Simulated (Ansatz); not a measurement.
# Fe3As: relaxing a made-up structure, part 2 of 2

Starting from a made-up structure for Fe3As, the aim is the relaxed cell, its shortest contacts and, where a second run follows, its electronic structure.

Ansatz 0.2.0; DFT, PBE, plane-wave PAW, files of the set soft_1, scalar-relativistic, ferromagnetic start, cell and ions relaxed at zero pressure; PAW set soft_1 (the session's first sound run).

So far: Set-up; Relaxation of the guess. The relaxed cell has a, b, c = 3.066, 16.542, 3.949 Å (conventional setting).

### Step 3. Bands of the relaxed cell

With the geometry fixed, one more self-consistent run, with a narrower smearing and the mesh shown in its input, gives the bands, and its pressure, and its forces where symmetry allows any, show how far the geometry depends on these settings.

This step: DFT, PBE, plane-wave PAW, files of the set soft_1, scalar-relativistic, ferromagnetic start, bands and density of states at the relaxed cell; PAW set soft_1 (Ansatz 0.2.0).

Contents of input.yaml:

```yaml
crystal:
  lattice:
    - [1.5329515361, -8.2711786343, 0.0]
    - [1.5329515361, 8.2711786343, 0.0]
    - [0.0, 0.0, 3.9492328631]
  atoms:
    - { symbol: As, position: [0.6666452752, 0.3333547248, 0.25] }
    - { symbol: As, position: [0.3333547248, 0.6666452752, 0.75] }
    - { symbol: Fe, position: [0.8097302851, 0.1902697149, 0.25], spin: 2.0 }
    - { symbol: Fe, position: [0.1902697149, 0.8097302851, 0.75], spin: 2.0 }
    - { symbol: Fe, position: [0.0571367376, 0.9428632624, 0.25], spin: 2.0 }
    - { symbol: Fe, position: [0.9428632624, 0.0571367376, 0.75], spin: 2.0 }
    - { symbol: Fe, position: [0.4382658151, 0.5617341849, 0.25], spin: 2.6 }
    - { symbol: Fe, position: [0.5617341849, 0.4382658151, 0.75], spin: 2.6 }
magnetization:
  spin_polarized: true
kpoints:
  mp_grid: { grid: [10, 10, 8] }
  band_path:
    path:
      - [[0.0, 0.0, 0.0], [0.25858741, 0.25858741, 0.0], [0.0, 0.5, 0.0], [0.0, 0.5, 0.5], [0.25858741, 0.25858741, 0.5], [0.0, 0.0, 0.5], [0.0, 0.0, 0.0], [-0.5, 0.5, 0.0], [-0.25858741, 0.74141259, 0.0], [-0.25858741, 0.74141259, 0.5], [-0.5, 0.5, 0.5], [-0.5, 0.5, 0.0]]
      - [[0.0, 0.0, 0.5], [-0.5, 0.5, 0.5]]
    npoints: 6
scf:
  occupations: { method: fermi_dirac, width: 0.03 }
  n_extra_bands: 19
hamiltonian:
  xc: pbe
  pseudopotentials: { kind: paw, azcp: { folder: soft_1 } }
output:
  forces: true
  stress: true
  write_bands: true
  dos: { projected: true }
  write_density: true
  write_potential: true
  elf: true
  volumetric_format: npy
```

Started as:

```sh
> ansatz run input.yaml --threads 4 --pin off --max-ram 10240MiB --backend cpu --events-out ev --progress --plain --runs-dir out
```

Numbers of over 12 decimals in the logs are rounded to 6 here.

Log:

```text
Warning: the band count 82 (scf.n_extra_bands) hosts the net moment |M| = 13.2000 μB (N_el = 126) but caps the reachable moment at 2·n_bands − N_el = 38.0000 μB, below the 84 bands that the automatic rule leaves for it — a moment growing past the seed, or the majority channel's smearing tail, pins there with fewer empty majority states than that count leaves; raise or omit scf.n_extra_bands unless the cap is intended
[...]
Crystal: 8 atoms, lattice volume = 100.147 Å³
Basis set: ecut = 420 eV, 1971 PW (Γ), FFT grids on a1+a2, a2, a3, exchange–correlation on 48×120×54 points (8 copies of the dense FFT grid, shifted against one another)
Bands: 82, of which v1, the nominal top of the filled ones, is band 63 counted from 1 (62 counted from 0)
Symmetry: 8 space group operations
[...]
k-points: 155 of 800
[...]
Starting moments: Σ|m| = 13.2 μB on 6 of 8 sites
[...]
SCF iter   1: F=—  HF=-36591.521848 eV  |F-HF|=—  |Δ(HF+E_count)|=         —  Δρ=6.91e-2 (↑2.57e-2 ↓6.91e-2)  dr2=6.76e0  dr2_m=1.55e0  M=13.511 μB ∫|m|=13.983 μB  β_m=0.30  ethr=3.10e-3  ⟨swp⟩=5.0  Hψ=82134  notcnv=0  defer=10
[...]
SCF iter  17: F=-36595.564744 eV  HF=-36595.564744 eV  |F-HF|=5.09e-8  |Δ(HF+E_count)|=   1.81e-9  Δρ=4.63e-6 (↑2.70e-6 ↓4.63e-6)  dr2=5.79e-8  dr2_m=3.13e-9  M=12.955 μB ∫|m|=13.854 μB  ethr=6.92e-11  ⟨swp⟩=12.0  Hψ=175260  notcnv=0
SCF 1 converged in 17 iterations: F = -36595.564744 eV  dr2 = 5.79e-8
[...]
NSCF: frozen V_eff on 74 k-points
SCF converged after 17 iterations
Magnetization: 12.9547 μB (69.4773 up, 56.5227 down)
Absolute magnetization: 13.8551 μB (∫|ρ↑−ρ↓|, with the PAW one-centre terms)
[...]
Per-site moments (μB) at R_I (Å): [(-0.049925, 0.976372), (-0.049925, 0.976372), (2.017414, 0.976372), (2.017414, 0.976372), (1.992514, 0.978902), (1.992514, 0.978902), (2.576337, 1.028498), (2.576337, 1.028498)]
Free energy (F): -36595.564744 eV
[...]
Internal energy: -36595.548723 eV  (E = F + TS)
E sigma→0 (E₀):  -36595.556734 eV
Entropy (-TS):   -0.016021 eV (-2.003 meV/atom)
Fermi energy:    17.637153 eV
[...]
--- Forces (eV/Å), atoms counted from 1 ---
  atom   1  As     0.00000000     0.02244481     0.00000000
  atom   2  As     0.00000000    -0.02244481    -0.00000000
  atom   3  Fe     0.00000000     0.00173241    -0.00000000
  atom   4  Fe     0.00000000    -0.00173241     0.00000000
  atom   5  Fe     0.00000000     0.00307257     0.00000000
  atom   6  Fe     0.00000000    -0.00307257    -0.00000000
  atom   7  Fe     0.00000000    -0.00406188    -0.00000000
  atom   8  Fe     0.00000000     0.00406188     0.00000000
  max |Σ_I F_I| component: 3.47e-18 eV/Å
--- Stress (GPa, compression-positive) ---
        0.273015       0.000000       0.000000
        0.000000       0.102539       0.000000
        0.000000       0.000000       0.140977
  P = ⅓ Tr σ = 0.1722 GPa (1.722 kbar)
--- Band table (eV; the first three rows and the last of 310) ---
  k-point 0 ↑: bands = [... 59 lower, 15.9824, 16.1194, 16.1717, 16.1931, 16.3492, 16.4770, 16.6213, 16.8064, ... 15 higher]
  k-point 1 ↑: bands = [... 59 lower, 15.9678, 16.1349, 16.1414, 16.2883, 16.3130, 16.4729, 16.6331, 16.9127, ... 15 higher]
  k-point 2 ↑: bands = [... 59 lower, 15.9337, 16.0818, 16.1103, 16.2622, 16.2941, 16.4551, 16.5778, 16.9087, ... 15 higher]
  k-point 154 ↓: bands = [... 59 lower, 17.7072, 17.9424, 17.9424, 18.0540, 18.0540, 18.6752, 18.6752, 18.8630, ... 15 higher]
```

It took 96 s on 4 threads of Arm Neoverse V2, shared host; peak memory 1.9 GiB; 6.3 min of CPU time.

Numbers from this step:

- free energy: -36595.5647 eV
- energy at zero smearing: -36595.5567 eV
- smearing term TS: 0.01602 eV
- magnetization: 12.95 μB
- absolute magnetization: 13.86 μB
- site moments: -0.04993, -0.04993, 2.017, 2.017, 1.993, 1.993, 2.576, 2.576 μB
- pressure: 0.1722 GPa

bands.tsv at the labelled points (eV, zero at the Fermi level; the bands that come nearest the Fermi level along the path):

```
point  band_69_up  band_70_up  band_71_up  band_55_dn  band_56_dn  band_57_dn  band_58_dn  band_59_dn
    Γ        0.35        1.09        2.03       -0.25        0.05        0.06        0.43        0.86
    X        0.86        1.28        2.80       -0.08        0.04        0.43        0.77        0.81
    S        0.68        1.84        2.47       -0.12        0.12        0.52        0.70        0.72
    R       -0.47        0.18        0.18       -0.65        0.53        0.53        0.89        0.89
    A       -0.42        0.19        0.19       -0.65        0.53        0.53        0.88        0.88
    Z       -0.79        1.53        1.53       -0.50       -0.15       -0.15        0.01        0.01
    Γ        0.35        1.09        2.03       -0.25        0.05        0.06        0.43        0.86
    Y       -0.03        1.44        1.46       -0.37       -0.37        0.07        0.67        0.95
   X1        0.86        1.28        2.80       -0.08        0.04        0.43        0.77        0.81
   A1       -0.42        0.19        0.19       -0.65        0.53        0.53        0.88        0.88
    T       -0.41       -0.03       -0.03       -0.38        0.05        0.05        0.07        0.07
    Y       -0.03        1.44        1.46       -0.37       -0.37        0.07        0.67        0.95
    Z       -0.79        1.53        1.53       -0.50       -0.15       -0.15        0.01        0.01
    T       -0.41       -0.03       -0.03       -0.38        0.05        0.05        0.07        0.07
```

Site moment by atom:

```csv
atom,site moment (μB)
As1,-0.05
As2,-0.05
Fe3,2.02
Fe4,2.02
Fe5,1.99
Fe6,1.99
Fe7,2.58
Fe8,2.58
```

Spin density in the bc plane of the conventional cell at fractional x = 0.000, with atoms of As and Fe within 0.2 Å of it.

Ten even steps from '0' (0.0 e/Å³) to '9' (4.7 e/Å³), each cell a mean:
```
00000000000000000001000000000000000000000000
02530000000000000036300000000000001431000000
02750000000000000059500000000000002751000000
01220000000000000023200000000000001220000000
00000000000000000000000000000000000000000000
00000000000000000000000011000000000000000000
00000002430000000000000155100000000000002530
00000003740000000000000288100000000000002750
00000001210000000000000133100000000000001220
00000000000000000000000000000000000000000000
```
Columns run along b (16.5 Å), rows up along c (3.9 Å), edges of the conventional cell, whose origin can differ from the input's. Atoms in or near the plane, at fractional coordinates: As at (0.33, 0.25), As at (0.67, 0.75), Fe at (0.19, 0.25), Fe at (0.81, 0.75), Fe at (0.94, 0.25), Fe at (0.06, 0.75), Fe at (0.56, 0.25), Fe at (0.44, 0.75).

Electrostatic potential energy in the bc plane of the conventional cell at fractional x = 0.000, with atoms of As and Fe within 0.2 Å of it. With pseudopotentials it is smooth inside the atoms' cores, unlike the true potential.

Values in eV, 6 rows by 16 columns, each cell a mean:
```
 -7  -7  17  18  19  17  -4 -11  18  15   6   8  -6  -8  19  18
-22 -22  17  19  20  18 -18 -27  18  13  15   9 -21 -24  19  19
  2   2  17  17  18  14   3  -1  17  15   5  10   3   1  18  17
 18  19  -1 -12  10   6  12  18  -4 -10  17  19  19  18   0 -13
 17  19 -15 -29   7  18  10  19 -19 -26  17  19  20  18 -13 -31
 17  18   6  -2  12   4  13  17   4  -1  14  18  18  17   7  -2
```
Columns run along b (16.5 Å; values clipped at the 3rd and 97th percentile), rows up along c (3.9 Å), edges of the conventional cell, whose origin can differ from the input's. Atoms in or near the plane, at fractional coordinates: As at (0.33, 0.25), As at (0.67, 0.75), Fe at (0.19, 0.25), Fe at (0.81, 0.75), Fe at (0.94, 0.25), Fe at (0.06, 0.75), Fe at (0.56, 0.25), Fe at (0.44, 0.75).

ELF in the bc plane of the conventional cell at fractional x = 0.000, with atoms of As and Fe within 0.2 Å of it. It is the smooth field of the valence electrons, not physical close to the nuclei.

Ten even steps from '0' (0.10) to '9' (0.83), each cell a mean:
```
11220121100134442112112222355566411221122222
14762122100012221157511333553136523762123332
15983122100011221279721323551016524983123332
12541122100112331135312323454247512541123332
11111111100245554111112211245666410111121112
23222201320266555422221122113443210112211221
13333114752375114542321376312221100112114762
13333126972374004642321499412221000112115973
13333213541365335532321254112332100112113541
22112211110256665311122111125554310111211111
```
Columns run along b (16.5 Å), rows up along c (3.9 Å), edges of the conventional cell, whose origin can differ from the input's. Atoms in or near the plane, at fractional coordinates: As at (0.33, 0.25), As at (0.67, 0.75), Fe at (0.19, 0.25), Fe at (0.81, 0.75), Fe at (0.94, 0.25), Fe at (0.06, 0.75), Fe at (0.56, 0.25), Fe at (0.44, 0.75).

### Step 4. Summary of results

```
space group, relaxed : Cmcm
conventional cell    : a = 3.066, b = 16.542, c = 3.949 Å; α = 90.0°, β = 90.0°, γ = 90.0°
volume per atom      : 12.52 Å³ (guess 14.61)
total moment         : 12.90 μB in the cell of 8 atoms
```

What this shows: Fe3As relaxes to Cmcm with a = 3.066, b = 16.542 and c = 3.949 Å. The guessed volume was 17 % too large. The space group Cmcm was held in the relaxation, so the end point is a stationary structure within it and may be a saddle against distortions or other arrangements. The input starts from parallel moments, and no other start was typed. Bands cross the Fermi level, so it is a metal or semimetal at this level. On the 10×10×8 mesh with the narrower smearing (relaxed on 8×8×7) the largest force component is 0.022 eV/Å and the largest stress component is 0.273 GPa, against the relaxation's thresholds of 0.015 eV/Å and 0.05 GPa. The cutoff wasn't tested. No dispersion term is used, so weakly bound directions may come out too long. Nothing here tests whether the compound is stable against decomposition.

[Logs are printed without paths, hosts, clocks, repeated set-up lines and the standing remarks that a program may print on its own settings, such as how far it seeks lower states.]

[Hosts, paths, dates, database ids (printed as entryN), source tags and the programs' standing remarks are cut or masked in the printed files.]
